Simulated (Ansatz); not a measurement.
## Mg2SO (built on the sites of a database entry of MgO): the cell at rest: cost of one run

Ansatz 0.2.0; DFT PBE, scalar-relativistic, plane waves, norm-conserving pseudopotentials. The cell holds 4 atoms.

The structure was built from a prototype and need not be the compound's stable phase.

The input, input.yaml:

```yaml
crystal:
  lattice:
    - [3.42602, 0.0, 0.0]
    - [-1.71301, 2.96702, 0.0]
    - [0.0, 0.0, 5.16099]
  atoms:
    - { symbol: Mg, position: [0.33333333, 0.66666667, 0.00215974] }
    - { symbol: Mg, position: [0.66666667, 0.33333333, 0.50215974] }
    - { symbol: S, position: [0.33333333, 0.66666667, 0.40244026] }
    - { symbol: O, position: [0.66666667, 0.33333333, 0.90244026] }
kpoints:
  mp_grid: { grid: [6, 6, 4] }
hamiltonian:
  xc: pbe
  pseudopotentials: { kind: nc }
scf:
  occupations: { method: gaussian, width: 0.1 }
output:
  forces: true
  stress: true
  eigenvalues: true
relax:
  adjacent_minimum: "off"
  f_tol: 0.05
  max_steps: 80
  cell: { stress_tol: 0.5 }
```

Command:

```sh
$ ansatz run input.yaml --threads 4 --pin off --max-ram 7168MiB --backend cpu --events-out ev --progress --plain --runs-dir out
```

The cutoff in use is 1240 eV. For reference, a run of the same kind (4 atoms, 43 k-points, 20 bands and 6,827 plane waves; 19 SCF cycles) took 34 s and 0.65 GiB on the same hardware.

What time and memory should one allow on 4 threads of Arm Neoverse N1, shared host?

At two electrons a band, the 32 electrons need 16 bands, and 4 more are carried. Symmetry cuts the 6×6×4 mesh from 144 to 24 points. The run has 24 k-points, 20 bands and 6,827 plane waves. Taking the work of a cycle as k-points × spins × bands × plane waves, that is 0.56 times the reference, or 19 s at the reference's 19 cycles. The run needed 55 SCF cycles over 9 ionic steps, which makes it about 55 s. One copy of the wavefunctions takes 0.049 GiB at 16 bytes a coefficient, against 0.087 GiB in the reference; grids, projectors and work arrays come on top. Measured: about 46 s, with a peak of 0.56 GiB. The estimate holds within 25 %.

[Logs are printed without paths, hosts, clocks, repeated set-up lines and the standing remarks that a program may print on its own settings, such as how far it seeks lower states.]

[Hosts, paths, dates, database ids (printed as entryN), source tags and the programs' standing remarks are cut or masked in the printed files.]
